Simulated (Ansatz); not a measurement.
Quasiparticle gap of CS2NF5 (P-1). The cell holds 18 atoms: 2 C, 4 S, 2 N and 10 F. Its edges and angles: a = 4.851 Å, b = 7.407 Å, c = 7.946 Å, α = 97.5°, β = 90.7°, γ = 91.9°. The calculation used DFT, PBE, plane waves, PAW; PAW set soft_1 (and 1 further level or step) in Ansatz 0.2.0, with cutoff 420 eV, 4×4×4 k-mesh, smearing width 0.02 eV, PAW set soft 1 in one of its runs. The PBE gap over mesh and path is 2.871 eV, from k = (0.000, -0.500, 0.250) to k = (0.167, 0.250, 0.250). The G0W0@PBE gap over all 12 irreducible mesh points is 6.654 eV, from k = (0.000, -0.500, 0.000) to k = (0.000, -0.500, -0.500) and the estimated limit in bands and cutoff, on this mesh is 6.658 eV. The GW settings are 4×2×2 mesh, 1064 empty bands, screening to 140 eV, PAW set soft_1 files and the known limits are finite bands, screening cutoff and k mesh; no spin-orbit coupling in G0W0. It took 3 runs, 2.8 min in all on 1 × NVIDIA H100 80GB HBM3 (shared by 6 runs) with 2 threads of AMD EPYC 7R13 (Zen 3), shared host (the runs of this entry). Over all 12 irreducible mesh points the G0W0 gap is 6.654 eV, from k = (0.000, -0.500, 0.000) to k = (0.000, -0.500, -0.500). The PBE gap of this run on the mesh is 2.921 eV. The two states that bound the G0W0 gap lie that far apart at the start, so the correction of the gap is 6.654 − 2.921 = +3.733 eV. The valence state moves by −0.885 − 0.803 = −1.688 eV and the conduction state by 5.769 − 3.724 = +2.045 eV, on the run's own scale; with 230 bands the edge states move by −1.163 and +2.542 eV, so the split between the edges depends on the bands and cutoff. The start is a cell from the Crystallography Open Database. From 230 bands and 42 eV to 1120 bands and 140 eV the gap moves by 6.654 − 6.625 = +0.029 eV (rung by rung 6.625, 6.650, 6.654 eV); bands and screening cutoff rise together, so their parts are not told apart. A line in one over the bands through the two highest rungs gives 6.654 + (6.654 − 6.650) × 550 / (1120 − 550) = 6.658 eV, and through the pair below 6.650 + (6.650 − 6.625) × 230 / (550 − 230) = 6.668 eV. The two agree within 0.03 eV and the same two states bound the gap in each rung, so 6.658 eV is taken as an estimate of the limit on this mesh.

Quasiparticle gap of CS2NF5 (P-1). The cell holds 18 atoms: 2 C, 4 S, 2 N and 10 F. Its edges and angles: a = 4.851 Å, b = 7.407 Å, c = 7.946 Å, α = 97.5°, β = 90.7°, γ = 91.9°. It derives from CS2NF5. The calculation used G0W0 on HSE06, plane waves, PAW; PAW set soft_1 (and 1 further level or step) in Ansatz 0.2.0, with cutoff 420 eV, 4×2×2 k-mesh, PAW set soft 1, empty bands 1064, screening cutoff 140 eV, screening contour deformation, QP bands (v4, c4) in one of its runs. The HSE06 gap over mesh and listed points is 4.209 eV, from k = (0.000, -0.500, 0.250) to k = (0.167, 0.250, 0.250). The G0W0@HSE06 gap over all 12 irreducible mesh points is 7.242 eV, from k = (0.000, -0.500, 0.000) to k = (0.000, -0.500, -0.500) and the GW settings are 4×2×2 mesh, 1064 empty bands, screening to 140 eV, PAW set soft_1 files. The known limits are finite bands, screening cutoff and k mesh; no spin-orbit coupling in G0W0. It took 2 runs, 6.6 min in all on 1 × NVIDIA H100 80GB HBM3 (shared by 6 runs) with 2 threads of AMD EPYC 7R13 (Zen 3), shared host (the runs of this entry). Over all 12 irreducible mesh points the G0W0 gap is 7.242 eV, from k = (0.000, -0.500, 0.000) to k = (0.000, -0.500, -0.500). The HSE06 gap of this run on the mesh is 4.268 eV. The two states that bound the G0W0 gap lie that far apart at the start, so the correction of the gap is 7.242 − 4.268 = +2.974 eV. The valence state moves by −1.296 − (−0.017) = −1.279 eV and the conduction state by 5.947 − 4.252 = +1.695 eV, on the run's own scale; how far single levels stand from their limit in bands is not shown. In doubt: masses and optical values from hybrid runs of this build are listed as unsure (in some of the runs), which bears on the screening that GW takes from such a start. Geometry: measured cell, ions relaxed with PBE.

[Runs of the session that timed out or met a known fault of the program may be left out.]

[Cells called generated may have been cut or substituted from an entry of the Crystallography Open Database or the Materials Project.]

[Hosts, paths, dates, database ids (printed as entryN), source tags and the programs' standing remarks are cut or masked in the printed files.]
